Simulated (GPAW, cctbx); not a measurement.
## Bonding in FeBi3 as X-rays see it

Question: by how much does bonding change the X-ray structure factors of FeBi3, and what does a routine refinement make of it?

The cell comes from substitution in a known structure type and wasn't matched to any measured phase. All numbers below are calculated.

**1. Relax the structure**

The density hangs on the geometry, so cell and atoms are relaxed first, with the symmetry held. The cutoff is set higher than for the density because stress converges slowly with plane waves.

Settings: GPAW 26.7.0, PBE, 570 eV, 4×3×3 k-points (along the axes of the calculation cell), Fermi–Dirac width 0.1 eV, spin-polarised, BFGS to 0.03 eV/Å.

```text
cell
1.0
     0.000000000    0.000000000    5.076000000
     6.667000000    0.000000000    0.000000000
    -3.333500000    5.773791367    0.000000000
Bi Fe
6 2
Direct
0.750000000 0.168800000 0.831200000
0.750000000 0.168800000 0.337600000
0.750000000 0.662400000 0.831200000
0.250000000 0.831200000 0.662400000
0.250000000 0.337600000 0.168800000
0.250000000 0.831200000 0.168800000
0.750000000 0.666666667 0.333333333
0.250000000 0.333333333 0.666666667
```

```console
$ OMP_NUM_THREADS=1 mpirun -n 4 gpaw python run.py > gpaw.log
```

```text
BFGS:    0      -41.015380        1.335701
BFGS:    1      -41.180885        1.172577
BFGS:    2      -41.735695        0.815605
BFGS:    3      -41.784106        0.764512
...
BFGS:   34      -43.916319        0.076566
BFGS:   35      -43.917530        0.043090
BFGS:   36      -43.917999        0.028666
cell  3.5282 8.7776 8.7776  120.00 90.00 90.00
volume 235.416 A^3, largest force 0.017 eV/A, largest stress 0.16 GPa
```

The cell moved far, while the k-mesh and basis were chosen for the start, so the final shape may be somewhat biased.

After 36 steps the volume has changed by +20.5 % and the energy by -2.903 eV; the largest stress left is 0.16 GPa. It took 22 min on 4 cores of Intel(R) Xeon(R) Platinum 8559C (Emerald Rapids) (shared host), peak memory 2.2 GiB.

Relaxed structure: P6_3/mmc (no. 194), a = 8.7776 Å, b = 8.7776 Å, c = 3.5282 Å, α = 90.00°, β = 90.00°, γ = 120.00°.

```
atom  mult.       x       y    z
 Bi1      6  0.1964  0.8036  3/4
 Fe1      2     2/3     1/3  3/4
```

**2. Density and charge transfer**

X-rays see the whole electron density, so the PAW density is rebuilt with its core regions. Subtracting spherical free atoms from the same code cancels the cores and leaves the deformation density Δρ, the part due to bonding.

Settings: PBE, 450 eV, 7×3×3 k-points (along the axes of the calculation cell), Fermi–Dirac width 0.1 eV, spin-polarised; primitive cell of 8 atoms.

```console
$ OMP_NUM_THREADS=1 mpirun -n 4 gpaw python run.py > gpaw.log
```

```text
|iter:   1|       0s |  -50.084461 | +0.00 |       |  +6.0088|
|iter:   2|       4s |  -43.548922 | -1.28 | -0.84 |  +5.7547|
|iter:   3|       7s |  -43.374394 | -2.51 | -1.30 |  +5.6222|
...
|iter:  12|      38s |  -43.478866c| -6.08 | -3.58 |  +3.7458|
|iter:  13|      41s |  -43.478827c| -6.84 | -3.98 |  +3.7440|
|iter:  14|      44s |  -43.478822c| -7.69c| -4.70c|  +3.7436|
```

```text
grid (36, 90, 90)  electrons 550.000  moved by bonding 1.271 e
deformation density beyond 0.5 A of the nuclei: max 0.165, min -0.079 e/A^3
atom        x       y       z   Voronoi charge  moment
Bi1    0.7500  0.1964  0.8036      0.105      -0.04
Bi2    0.7500  0.1964  0.3928      0.105      -0.04
Bi3    0.7500  0.6072  0.8036      0.105      -0.04
Bi4    0.2500  0.8036  0.6072      0.105      -0.04
Bi5    0.2500  0.3928  0.1964      0.105      -0.04
Bi6    0.2500  0.8036  0.1964      0.105      -0.04
Fe7    0.7500  0.6667  0.3333     -0.315       2.00
Fe8    0.2500  0.3333  0.6667     -0.315       2.00
mean inner potential of superposed free atoms 19.126 V
total magnetic moment 3.744 muB
```

Deformation density in a plane through the shortest contact of the Bi atom at the origin, in 0.01 e/Å³ (clipped at ±99); x from -1.6 to 4.3 Å, y from 2.4 down to -2.4 Å:

```text
 -2   1   5   5   3   .   .   0   1   1   1   0  -1  -1   0   0
 -1   1   4   3   4   9  -3  -3   0   1   1   1   0   0   0   0
 -1   1   2   4   5   5   1  -1   1   1   1   1   1   0   0   0
  0   0   1   2   3   3   2   1   1   0   0   1   0  -1  -1   0
 -1  -1  -2  -1  -1  -2  -2   1   1  -2  -3   3   0  -2  -1   0
 -1  -1   1  -2   .  -2  -3   1   2  -1  -9   .   4  -1  -1   0
  0   0   3   .   .   .  -2   3   5   7   .   .   .   3   0   1
  0   0   3  -3   .  -2  -1   3   4   4   3   .  -7  -1   1   1
  0   0   1   3   3   0  -1   2   3   3   5   5  -3  -2   1   1
  0   0   0   0   0  -1   0   1   2   4   5   4   1   0   1   1
  0   0   0   0  -1  -1   0   0   0   1   2   1   1   1   1  -1
  0   0   0   0  -1  -1  -1  -1  -1  -2  -3  -3  -2   1   0  -3
  0   0   0   0   0  -1  -1  -1   2   .   .  -2  -2   3   3   1
```

Atoms in or within 0.15 Å of the plane: Bi (0.0, 0.0), Fe (2.7, 0.0) Å. Dots mark points within about 0.45 Å of a nucleus; large values next to them are atomic features.

Fe gains most (-0.32 e) and Bi loses most (+0.10 e), which isn't the order of electronegativity: valence and coordination count too, and Voronoi cells cut space at the midplane whatever the atoms' sizes. Along the shortest contact from the Bi atom at the map's origin, Bi–Fe at 2.73 Å, Δρ is +0.05 e/Å³ at the midpoint; the highest value on the line, +0.15, lies at the edge of the range, 0.5 Å from Fe, and is an atomic rather than a bond feature: a modest build-up. Point values carry grid noise of about 0.01 e/Å³. The cell's moment is 3.74 μB; the largest inside an atomic sphere is 2.00 μB. The run needed 14 iterations, 56 s.

**3. Structure factors**

The Fourier components of Δρ, added to those of the free atoms, give the static X-ray structure factors; the Mott–Bethe relation turns them into the Fourier components V of the potential that fast electrons feel.

```text
static structure factors of the conventional cell: F in electrons, V (Mott-Bethe) in volts
   h  k  l      d  |F| table  |F| free   |F| DFT   change   |V| free  |V| DFT  change %
   1  0  0  7.6016    44.308    44.326    44.526    0.200     1.852    1.627    -12.2
   1  1  0  4.3888    61.090    60.969    60.455   -0.515     0.864    1.057     22.3
   2  0  0  3.8008   226.157   226.040   226.437    0.397     6.374    6.262     -1.7
   1  0  1  3.2003   149.202   149.144   148.701   -0.443     3.107    3.195      2.8
   2  1  0  2.8731   202.676   202.620   202.399   -0.221     4.488    4.523      0.8
   2  0  1  2.5858   349.703   349.440   349.455    0.016     8.414    8.412     -0.0
   3  0  0  2.5339   137.030   137.118   136.928   -0.190     2.482    2.506      1.0
   2  1  1  2.2279    22.084    21.912    21.845   -0.067     0.918    0.924      0.7
   2  2  0  2.1944   292.489   292.204   292.288    0.084     6.600    6.592     -0.1
   3  1  0  2.1083    85.128    85.004    85.003   -0.000     1.983    1.983      0.0
   3  0  1  2.0581   262.050   261.983   261.725   -0.257     5.264    5.285      0.4
   4  0  0  1.9004    77.821    77.706    77.362   -0.345     1.726    1.750      1.4
   3  1  1  1.8098     4.874     4.709     4.694   -0.015     0.474    0.475      0.2
   0  0  2  1.7641   416.433   416.191   416.026   -0.165     8.108    8.118      0.1
```

The largest X-ray change is -0.52 e on 110, 0.8 % of |F|. For electrons V goes as (Z − F)/g², so a change of F counts against Z − F, which is small at low angle and wherever the atoms' terms cancel: |V| of 110 moves by +22.3 % (0.86 to 1.06 V) against -0.8 % in |F|. The last three rows still change by up to 0.34 e; the table stops while the angles are still low. The tabulated Hartree–Fock atoms differ from the free DFT atoms by up to 0.28 e, so the choice of reference atom matters too.

**4. Refining ordinary atoms against data with bonding**

Routine crystallography fits spherical atoms. To see the bias, intensities are simulated from tabulated atoms plus the DFT change ΔF, so that bonding alone can misfit (14978 reflections of the full sphere, merged to the counts below, to 0.4 Å, 1.5 % proportional noise plus counting noise, assumed isotropic U as listed, Δρ smeared by the mean U) and refined with cctbx over different ranges.

```csv
range,data,R1,GooF,U Bi1 (true 0.004),U Fe1 (true 0.0062),largest shift (Å),"Δρ max, min (e/Å³)"
all data,770,0.0033,0.95,0.0040,0.0062,0.0001,"0.64, -0.82"
"low resolution, d > 0.84",102,0.0026,0.95,0.0040,0.0063,0.0001,"0.17, -0.32"
"high order, d < 0.75",633,0.0037,0.95,0.0040,0.0062,0.0001,"0.69, -0.64"
"occupancies free, d > 0.7",164,0.0025,0.93,0.0040,0.0063,0.0001,"0.27, -0.31"
```

With all data GooF is 0.95, so at this noise the bonding hardly shows; the top residual peak lies 2.53 Å from Bi and 3.24 Å from Bi. No U is off by more than 3 s.u. at low resolution. With Bi1 held at 1 and the scale free, the other occupancies refine to Fe1 1.001(0.002), within three s.u. of full.

**5. Answer**

Bonding moves 1.27 e in the primitive cell of FeBi3 and changes the structure factors of the conventional cell in the table above by at most 0.52 e (110, 0.8 %). The shortest bond, Bi–Fe, has Δρ = +0.05 e/Å³ at its midpoint. With all data GooF is 0.95, so at this noise the bonding hardly shows. Limits: static density, frozen cores, no spin–orbit coupling; a ferromagnetic start is the only order tried, and the real ground state may be antiferromagnetic or insulating.

[Outputs are excerpts: Python notices, other lines and further rows are left out; steps that failed or that the build refused (PBEsol, TPSS) are not shown.]

[Logs are printed without paths, hosts, clocks, repeated set-up lines and the standing remarks that a program may print on its own settings, such as how far it seeks lower states.]
